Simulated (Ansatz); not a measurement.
# Resistivity from frozen vibrations: W(100) with 4 thermally displaced layers, 2x2

How much do lattice vibrations at 500 K scatter the electrons of W? Layers with random displacements are laid between perfect leads, and the resistance is followed against their length.

Calculated with Ansatz 0.2.0; Ansatz plane-wave DFT, PBE, PAW files; ballistic transport by layer matching (Landauer), zero bias; PAW set soft_1.

### 1. Starting point

The cell holds 56 atoms: 56 W. Cell: a = 6.330 Å, b = 6.330 Å, c = 22.154 Å, α = 90.0°, β = 90.0°, γ = 90.0°. It derives from W. Regions: lead, 40 atoms (40 W); scattering region, 16 atoms (16 W). The structure is stacked along c, and the current runs across the ab planes.

### 2. With 4 displaced layers

Each atom of 4 layers is moved at random, by amounts drawn from a normal law 0.0502 Å wide in each direction from the Debye model (400 K) at 500 K. The layers about the cell's end stay perfect and serve as the lead. Disorder leaves little or no symmetry, which makes such runs dear. Energies from -0.05 to 0.05 eV in steps of 0.05 eV are too few for the program's thermal sum, so it prints no conductance; for a metal the transmission near the Fermi level serves, at a fraction of the cost.

File input.yaml:

```yaml
crystal:
  lattice:
    - [6.3296, 0.0, 0.0]
    - [0.0, 6.3296, 0.0]
    - [0.0, 0.0, 22.1536]
  atoms:
    - { symbol: W, position: [0.0, 0.0, 0.0357142857] }
    - { symbol: W, position: [0.0, 0.5, 0.0357142857] }
    - { symbol: W, position: [0.5, 0.0, 0.0357142857] }
    - { symbol: W, position: [0.5, 0.5, 0.0357142857] }
    - { symbol: W, position: [0.25, 0.25, 0.1071428571] }
    - { symbol: W, position: [0.25, 0.75, 0.1071428571] }
    - { symbol: W, position: [0.75, 0.25, 0.1071428571] }
    - { symbol: W, position: [0.75, 0.75, 0.1071428571] }
    - { symbol: W, position: [0.0, 0.0, 0.1785714286] }
    - { symbol: W, position: [0.0, 0.5, 0.1785714286] }
    - { symbol: W, position: [0.5, 0.0, 0.1785714286] }
    - { symbol: W, position: [0.5, 0.5, 0.1785714286] }
    - { symbol: W, position: [0.25, 0.25, 0.25] }
    - { symbol: W, position: [0.25, 0.75, 0.25] }
    - { symbol: W, position: [0.75, 0.25, 0.25] }
    - { symbol: W, position: [0.75, 0.75, 0.25] }
    - { symbol: W, position: [0.0, 0.0, 0.3214285714] }
    - { symbol: W, position: [0.0, 0.5, 0.3214285714] }
    - { symbol: W, position: [0.5, 0.0, 0.3214285714] }
    - { symbol: W, position: [0.5, 0.5, 0.3214285714] }
    - { symbol: W, position: [0.2509966463, 0.2489528227, 0.3943075838] }
    - { symbol: W, position: [0.2508315289, 0.7457538218, 0.3936760899] }
    - { symbol: W, position: [0.7603366308, 0.2575073818, 0.3912633105] }
    - { symbol: W, position: [0.7399691763, 0.7450593882, 0.3929507387] }
    - { symbol: W, position: [0.9815697977, 0.9982656683, 0.4614639525] }
    - { symbol: W, position: [0.9941954164, 0.4956857332, 0.4635693519] }
    - { symbol: W, position: [0.5032629392, 0.0082638615, 0.4639946066] }
    - { symbol: W, position: [0.5108317698, 0.4947270924, 0.4650818207] }
    - { symbol: W, position: [0.2571616851, 0.2507452227, 0.5340303951] }
    - { symbol: W, position: [0.2426936085, 0.7463716697, 0.5362129876] }
    - { symbol: W, position: [0.7419968942, 0.2483418937, 0.53535367] }
    - { symbol: W, position: [0.7542872093, 0.7517015736, 0.5365191403] }
    - { symbol: W, position: [0.9948171897, 0.9989725704, 0.6089184191] }
    - { symbol: W, position: [0.0118382253, 0.490019559, 0.6105716193] }
    - { symbol: W, position: [0.5106685712, 0.0061933491, 0.6077418011] }
    - { symbol: W, position: [0.4975115766, 0.5115575314, 0.6115824859] }
    - { symbol: W, position: [0.25, 0.25, 0.6785714286] }
    - { symbol: W, position: [0.25, 0.75, 0.6785714286] }
    - { symbol: W, position: [0.75, 0.25, 0.6785714286] }
    - { symbol: W, position: [0.75, 0.75, 0.6785714286] }
    - { symbol: W, position: [0.0, 0.0, 0.75] }
    - { symbol: W, position: [0.0, 0.5, 0.75] }
    - { symbol: W, position: [0.5, 0.0, 0.75] }
    - { symbol: W, position: [0.5, 0.5, 0.75] }
    - { symbol: W, position: [0.25, 0.25, 0.8214285714] }
    - { symbol: W, position: [0.25, 0.75, 0.8214285714] }
    - { symbol: W, position: [0.75, 0.25, 0.8214285714] }
    - { symbol: W, position: [0.75, 0.75, 0.8214285714] }
    - { symbol: W, position: [0.0, 0.0, 0.8928571429] }
    - { symbol: W, position: [0.0, 0.5, 0.8928571429] }
    - { symbol: W, position: [0.5, 0.0, 0.8928571429] }
    - { symbol: W, position: [0.5, 0.5, 0.8928571429] }
    - { symbol: W, position: [0.25, 0.25, 0.9642857143] }
    - { symbol: W, position: [0.25, 0.75, 0.9642857143] }
    - { symbol: W, position: [0.75, 0.25, 0.9642857143] }
    - { symbol: W, position: [0.75, 0.75, 0.9642857143] }
kpoints:
  mp_grid: { grid: [4, 4, 1] }
hamiltonian:
  xc: pbe
  pseudopotentials: { kind: paw, azcp: { folder: soft_1 } }
scf:
  occupations: { method: fermi_dirac, width: 0.1 }
output:
  transmission: { leads: [[0, 4]], kmesh: [8, 8], e_range: [-0.05, 0.05], de: 0.05 }
  write_potential: true
  write_density: true
  volumetric_format: npy
  elf: true
```

Run with:

```sh
$ ansatz run input.yaml --threads 4 --pin off --max-ram 15360MiB --backend cpu --events-out ev --progress --plain --runs-dir out
```

Numbers of over 12 decimals in the logs are rounded to 6 here.

Log:

```text
Engine: ansatz 0.2.0, aarch64-unknown-linux-gnu
Pseudopotentials: kind: paw
Pseudopotential: W, paw, valence charge 14, recommended cutoff 420 eV (normal), soft_1/W.paw.azcp
Functional definition: PBE
  parameter kappa = 0.804
  parameter beta = 0.066725
  exchange = pbe_x(kappa = kappa, mu = beta*pi^2/3)
  correlation = pbe_c(beta = beta)
Crystal: 56 atoms, lattice volume = 887.558 Å³
Basis set: ecut = 420 eV, 17351 PW (Γ)
Bands: 471, of which v1, the nominal top of the filled ones, is band 392 counted from 1 (391 counted from 0)
Symmetry: 1 space group operations
Space group: P1 (ITA 1), of the structure as read, at distance tolerance 9.6e-5 Å
k-points: 10 of 16 (time reversal used)
Non-local potential: W, projectors of the file, l = 0: 3, l = 1: 2, l = 2: 2, l = 3: 1
PAW form: soft (Blöchl's): semilocal exchange-correlation on the pseudo side does not see the compensation charge
PAW one-centre angular grid: W, 590 points (default); XC on 64 Gauss nodes
Initial density: superposition of atomic densities (chi_scale 0.1, normalization cell)
Initial wavefunctions: pseudopotential atomic-orbital guess
Functional: x = pbe(κ = 0.804, μ = 0.219515), c = pbe(β = 0.066725)
SCF iter   1: F=—  HF=-581621.515497 eV  |F-HF|=—  |Δ(HF+E_count)|=         —  Δρ=6.31e-2  dr2=3.08e1  ethr=3.10e-3  ⟨swp⟩=4.7  Hψ=17068  notcnv=0
preconditioner: auto → Kerker (q_TF=auto, 2.672 Å⁻¹)  [metal: Δε(μ)=0.009 eV  Ē_g=5.399 eV  σ=0.100 eV  W_gap=0.02  n_scr=294 (ndim 8)  ℏωp=22.8 eV  f_vac=0.000  D(μ)=25.81/eV (n_scr^D=204)]
SCF iter   2: F=—  HF=-581614.327690 eV  |F-HF|=—  |Δ(HF+E_count)|=    7.19e0  Δρ=3.77e-2  dr2=1.07e1  ethr=3.10e-3  ⟨swp⟩=2.0  Hψ=6028  notcnv=0  defer=15
SCF iter   3: F=—  HF=-581610.708589 eV  |F-HF|=—  |Δ(HF+E_count)|=    3.62e0  Δρ=2.97e-3  dr2=3.41e-2  ethr=1.36e-3  ⟨swp⟩=2.1  Hψ=8561  notcnv=0  defer=15
SCF iter   4: F=—  HF=-581610.724686 eV  |F-HF|=—  |Δ(HF+E_count)|=   1.61e-2  Δρ=3.07e-4  dr2=6.37e-4  ethr=4.35e-6  ⟨swp⟩=2.2  Hψ=8310  notcnv=0  defer=9
SCF iter   5: F=—  HF=-581610.724783 eV  |F-HF|=—  |Δ(HF+E_count)|=   9.69e-5  Δρ=5.18e-5  dr2=6.35e-5  ethr=8.13e-8  ⟨swp⟩=2.2  Hψ=6585  notcnv=0  defer=9
SCF iter   6: F=—  HF=-581610.724116 eV  |F-HF|=—  |Δ(HF+E_count)|=   6.68e-4  Δρ=1.01e-5  dr2=5.63e-6  ethr=8.10e-9  ⟨swp⟩=2.1  Hψ=5883  notcnv=0  defer=9
SCF iter   7: F=—  HF=-581610.724115 eV  |F-HF|=—  |Δ(HF+E_count)|=   3.98e-7  Δρ=2.03e-6  dr2=1.84e-7  ethr=7.18e-10  ⟨swp⟩=2.0  Hψ=5745  notcnv=0  defer=9
SCF iter   8: F=-581610.724115 eV  HF=-581610.724115 eV  |F-HF|=9.20e-9  |Δ(HF+E_count)|=   3.96e-9  Δρ=4.53e-7  dr2=1.02e-8  ethr=1.28e-11  ⟨swp⟩=6.7  Hψ=10143  notcnv=0
SCF 1 converged in 8 iterations: F = -581610.724115 eV  dr2 = 1.02e-8
  greatest PAW one-centre occupation: 0.999 electrons in one spin orbital (limit 2), on the W atom at site 22 (counted from 0), in its partial waves of l = 0
transmission: 99 of 952 steps passed
transmission: 192 of 952 steps passed
[...]
transmission: 952 of 952 steps passed
SCF converged after 8 iterations
Free energy (F): -581610.724115 eV
Harris-Foulkes:  -581610.724115 eV  (|F-HF|=9.20e-9)
Internal energy: -581609.748574 eV  (E = F + TS)
E sigma→0 (E₀):  -581610.236345 eV
Entropy (-TS):   -0.975541 eV (-17.420 meV/atom)
Fermi energy:    22.475705 eV
--- Per-component energies (eV) ---
  E_band       = -4714.205080
  E_kinetic    = 23624.975836
  E_local      = -30381.679314  (includes V_loc(G=0)·N_el)
  E_nonlocal   = -1426.313834
  E_hartree    = 12766.813289
  E_xc         = -14997.110724
  E_vxc        = -12962.720068  (∫ρ·V_xc dr)
  E_paw        = -480361.197736  (= ΣΔE_a)
  E_vpaw       = -9102.100669  (= ΣTr[D̂ρ^β])
  E_aug_tail   = 0.008271  (compensation charges beyond the density's cutoff)
  E_ewald      = -90835.244362
  E_smearing   = -0.975541  (= −TS)
  E_closure    = -0.000000  (closes the sum)
  Σ components = -581610.724115   (vs F -581610.724115, Δ=0.00e0)
--- Band table (eV; the first three rows and the last of 10) ---
  k-point 0: bands = [... 388 lower, 22.3933, 22.3964, 22.4042, 22.4113, 22.5010, 22.5281, 22.5629, 22.5735, ... 75 higher]
  k-point 1: bands = [... 388 lower, 22.1720, 22.1770, 22.3761, 22.3899, 22.4437, 22.4584, 22.5598, 22.5726, ... 75 higher]
  k-point 2: bands = [... 388 lower, 22.3795, 22.4383, 22.4582, 22.4781, 22.7047, 22.7417, 22.8483, 22.8669, ... 75 higher]
  k-point 9: bands = [... 388 lower, 21.7069, 21.7131, 21.7648, 21.7790, 22.5053, 22.5182, 22.5342, 22.5763, ... 75 higher]
--- Transmission ---
  basis      : 349 plane waves across, 28 finite elements along
  points     : 34, standing for a mesh of 8 x 8
  energies   : 3 from -0.050000 to 0.050000 eV about the Fermi level, 0.050000 eV apart; the leads are filled to 0.000000 eV, and channels, transmission and decay are at 0.000000 eV
  crystal 0  : W4, at the sites [0, 4], period 1.5824 Å, over 15.82 Å; its Hamiltonian steps by up to 3.7 meV
    offset         : up to 0.0000 Å between an atom of the period and one for which it stands
    channels       : 5.656250e0 a spin
    conductance    : none, the energies end too early or step too widely for 300 K: set another output.transmission.e_range or a lower de, or, where they end at an eighth of basis.ecutwfc, a higher one
    slowest decay  : 0.0300 /Å at (0.5000, 0.5000)
  junction   : crystal 0 to crystal 0, 0.70 to 21.27 Å
    transmission   : 5.059342e0 a spin
    conductance    : none, the energies end too early or step too widely for 300 K: set another output.transmission.e_range or a lower de, or, where they end at an eighth of basis.ecutwfc, a higher one
```

Wall time 27 min (4 threads of Arm Neoverse N1, shared host); peak memory 7.9 GiB; 89 min of CPU time.

Numbers from this step:

```
free energy                                    : -581610.7241 eV
energy at zero smearing                        : -581610.2363 eV
Fermi energy                                   : 22.48 eV
cell area                                      : 40.06 Å²
transmission per spin nearest the Fermi level  : 5.059
open channels per spin nearest the Fermi level : 5.656
step of the lead's potential                   : 3.7 meV
```

Per spin. Transmission, zone mean against energy, zero at the Fermi level:

| energy (eV) | transmission, zone mean |
| --- | --- |
| -0.0500 | 4.69 |
| 0.0000 | 5.06 |
| 0.0500 | 5.06 |

Per spin. Open channels, zone mean, lead against energy, zero at the Fermi level:

```csv
energy (eV),"open channels, zone mean, lead"
-0.0500,5.28
0.0000,5.66
0.0500,5.53
```

Transmission over k1 and k2. At 0.0000 eV from the Fermi level.

Ten even steps from '_' (0.0) to '@' (13.2):
```
..__::::==::::__
..::..==++==..::
::::==%%@@%%==::
====**@@@@@@**==
::::==%%@@%%==::
..::..==++==..::
..__::::==::::__
__....::++::....
```
Columns: k1 (b1) from -0.5 to 0.375; rows upwards: k2 (b2) from -0.5 to 0.375.

Open channels over k1 and k2. At 0.0000 eV from the Fermi level.

Ten even steps from '_' (0.0) to '@' (14.0):
```
..__::::++::::__
..::..++##++..::
::::++@@@@@@++::
++++##@@@@@@##++
::::++@@@@@@++::
..::..++##++..::
..__::::++::::__
__....::++::....
```
Columns: k1 (b1) from -0.5 to 0.375; rows upwards: k2 (b2) from -0.5 to 0.375.

Electrostatic potential energy in the ca plane at fractional y = 0.000, with atoms of W within 0.2 Å of it. With pseudopotentials it is smooth inside the atoms' cores, unlike the true potential.

Ten even steps from '0' (-24 eV) to '9' (23 eV), each cell a mean:
```
50001699830002799610004899610004898400016998
73114899962125899730026999841136999731148999
98678999997678999975568999986679999976789999
99999999999999999999899999999999999999999999
99999999999999999999999999999999999999999999
97668999997678999986678999975578999976689999
73114899962125899851126999731026999731148999
50001599830002799720003899600004898400016998
40000599730001699610003899500004898300005997
61002799851003799830015899730026999510027998
86446899985347999975458999975568999854479999
99889999999889999998899999999999999998899999
99999999999999999999999999999999999999999999
99889999998889999999999999998899999998899999
86446899985347999976578999974468999853468999
61002699851003799731026999730015999510027998
40000599720001699610004899600003898300005997
```
Columns run along c (16.0 Å, from fractional 0.14 to 0.86 of the cell; values clipped at the 3rd and 97th percentile), rows up along a (6.3 Å). Atoms in or near the plane, at fractional coordinates: W at (0.18, 0.00), W at (0.18, 0.50), W at (0.32, 0.00), W at (0.32, 0.50), W at (0.46, 0.98), W at (0.46, 0.50), W at (0.61, 0.99), W at (0.61, 0.51), W at (0.75, 0.00), W at (0.75, 0.50).

Valence density in the ca plane at fractional y = 0.000, with atoms of W within 0.2 Å of it. It is the smooth field of the valence electrons, not physical close to the nuclei.

Ten even steps from '0' (0.2 e/Å³) to '9' (5.6 e/Å³), each cell a mean:
```
16995000027983000059981000049971000169940000
02442000003431000026640000014530000024410000
00000000000000000001100000000000000000000000
00000000000000000000000000000000000000000000
00000000000000000000000000000000000000000000
00000000000000000000000000001100000000000000
02442000003531000014530000025630000024410000
16995000027993000049982000059971000169940000
17996100028994000049992000059971000279950000
04773000015862000026751000026630000148730000
01110000001210000001110000001100000012100000
00000000000000000000000000000000000000000000
00000000000000000000000000000000000000000000
00000000000000000000000000000000000000000000
01210000001210000000100000001110000012100000
04773000015862000025630000026741000148730000
17996100028994000059971000059972000279950000
```
Columns run along c (16.0 Å, from fractional 0.14 to 0.86 of the cell), rows up along a (6.3 Å). Atoms in or near the plane, at fractional coordinates: W at (0.18, 0.00), W at (0.18, 0.50), W at (0.32, 0.00), W at (0.32, 0.50), W at (0.46, 0.98), W at (0.46, 0.50), W at (0.61, 0.99), W at (0.61, 0.51), W at (0.75, 0.00), W at (0.75, 0.50).

ELF in the ca plane at fractional y = 0.000, with atoms of W within 0.2 Å of it. It is the smooth field of the valence electrons, not physical close to the nuclei.

Ten even steps from '0' (0.15) to '9' (0.66), each cell a mean:
```
29679124159587133185293042187594151395781240
25875256326873265269982365258862464268742563
41012466531012566422223566421113666310125665
65335655664235655652236655653346655643356556
65335655664235655653246655652246655642356556
41112466531112566421113566421123666311124665
26885256327874255248872365268972464268842563
29669124159487133078495042195493151395781240
39239113058067033076185032194393040481481230
28998135239996145159993254179982362399971451
22332366423332366423322566312223565223323664
53113565652114666641025666641135656531146656
65446655665346655664456655664456556654466556
53113565652014566642135656631135666521135666
23442366423432366421112566323322575234323664
28998135249896144159982253179983262399971451
39239113058067132186393041194184040481481230
```
Columns run along c (16.0 Å, from fractional 0.14 to 0.86 of the cell), rows up along a (6.3 Å). Atoms in or near the plane, at fractional coordinates: W at (0.18, 0.00), W at (0.18, 0.50), W at (0.32, 0.00), W at (0.32, 0.50), W at (0.46, 0.98), W at (0.46, 0.50), W at (0.61, 0.99), W at (0.61, 0.51), W at (0.75, 0.00), W at (0.75, 0.50).

Over the solved energies the transmission per spin lies between 4.69 and 5.06, out of 5.49 channels of the lead on average (up to 5.66).

(Part 1 of 2 ends here.)

[Logs are printed without paths, hosts, clocks, repeated set-up lines and the standing remarks that a program may print on its own settings, such as how far it seeks lower states.]

[Hosts, paths, dates, database ids (printed as entryN), source tags and the programs' standing remarks are cut or masked in the printed files.]
